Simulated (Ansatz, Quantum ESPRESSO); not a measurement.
## Be3Bi (Pm-3m): zone-centre phonons: relaxation

Quantum ESPRESSO 7.5; DFT LDA, scalar-relativistic, plane waves, PseudoDojo norm-conserving pseudopotentials.

The structure was built from a prototype and need not be the compound's stable phase.

Symmetry: Pm-3m, No. 221, cubic system. The conventional cell has a = 3.752 Å, b = 3.752 Å, c = 3.752 Å, α = 90.00°, β = 90.00°, γ = 90.00°. Nearest to Bi lie 12 Be at 2.65 Å. Nearest to Be lie 4 Bi at 2.65 Å and 8 Be at 2.65 Å. Farther neighbours are not listed.

The steps of the relaxation:

```
step  energy less that of the first step (eV)  largest force (eV/Å)  pressure (GPa)  volume (Å³)
   1                                   0.0000                0.0000            6.13        52.80
   2                                  -0.0477                0.0000            3.12        54.47
   3                                  -0.0670                0.0000            0.34        56.31
   4                                  -0.0673                0.0000            0.03        56.54
   5                                  -0.0673                0.0000            0.00        56.56
   6                                  -0.0673                0.0000            0.00        56.56
   7                                  -0.0674                0.0000            0.00        56.56
```

```
conventional cell, symmetrised  before  after  change
                         a (Å)   3.752  3.839  +2.3 %
                         b (Å)   3.752  3.839  +2.3 %
                         c (Å)   3.752  3.839  +2.3 %
              volume (Å³/atom)   13.20  14.14  +7.1 %
```

The relaxed structure:

```xyz
4
Lattice="3.8386 0.0000 0.0000 0.0000 3.8386 0.0000 0.0000 0.0000 3.8386" Properties=species:S:1:pos:R:3 pbc="T T T"
Bi    0.0000    0.0000    0.0000
Be    0.0000    1.9193    1.9193
Be    1.9193    0.0000    1.9193
Be    1.9193    1.9193    0.0000
```

The last row of the table of steps is pw.x's closing run on a basis chosen anew for the final cell, so its energy can jump.

Numbers from this step:

| Quantity | Value |
| --- | --- |
| volume per atom | 14.14 Å³ |
| pressure | -0.001 GPa |

The volume changes by +7.1 % from the cell with which this run began.

**Question.** Which input gives these results?

The system, level and task follow from the heading and the kind of results. Meshes, cutoffs and thresholds can't be read from the results; these are the ones that the run used.

File relax.in:

```
 &control
    calculation='vc-relax',
    prefix='x',
    outdir='./tmp',
    pseudo_dir='./pseudo',
    tprnfor=.true.,
    tstress=.true.,
    forc_conv_thr=2.0d-05,
    etot_conv_thr=1.0d-07,
    nstep=40,
 /
 &system
    ibrav=1,
    celldm(1)=7.08941132,
    nat=4,
    ntyp=2,
    ecutwfc=106,
    occupations='smearing',
    smearing='mv',
    degauss=0.02,
 /
 &electrons
    conv_thr=1.0d-11,
    mixing_beta=0.7,
    electron_maxstep=100,
 /
 &ions
 /
 &cell
    press_conv_thr=0.2,
 /
ATOMIC_SPECIES
 Bi    208.9804  Bi.upf
 Be      9.0122  Be.upf
ATOMIC_POSITIONS crystal
 Bi     0.000000000   0.000000000   0.000000000
 Be     0.000000000   0.500000000   0.500000000
 Be     0.500000000   0.000000000   0.500000000
 Be     0.500000000   0.500000000   0.000000000
K_POINTS automatic
 8 8 8 0 0 0
```

Command:

```console
> OMP_NUM_THREADS=1 mpirun -n 4 pw.x -nk 4 -in relax.in > relax.out
```

[Host names and launcher messages were left out of these logs when they were recorded.]

[Logs are printed without paths, hosts, clocks, repeated set-up lines and the standing remarks that a program may print on its own settings, such as how far it seeks lower states.]

[Hosts, paths, dates, database ids (printed as entryN), source tags and the programs' standing remarks are cut or masked in the printed files.]
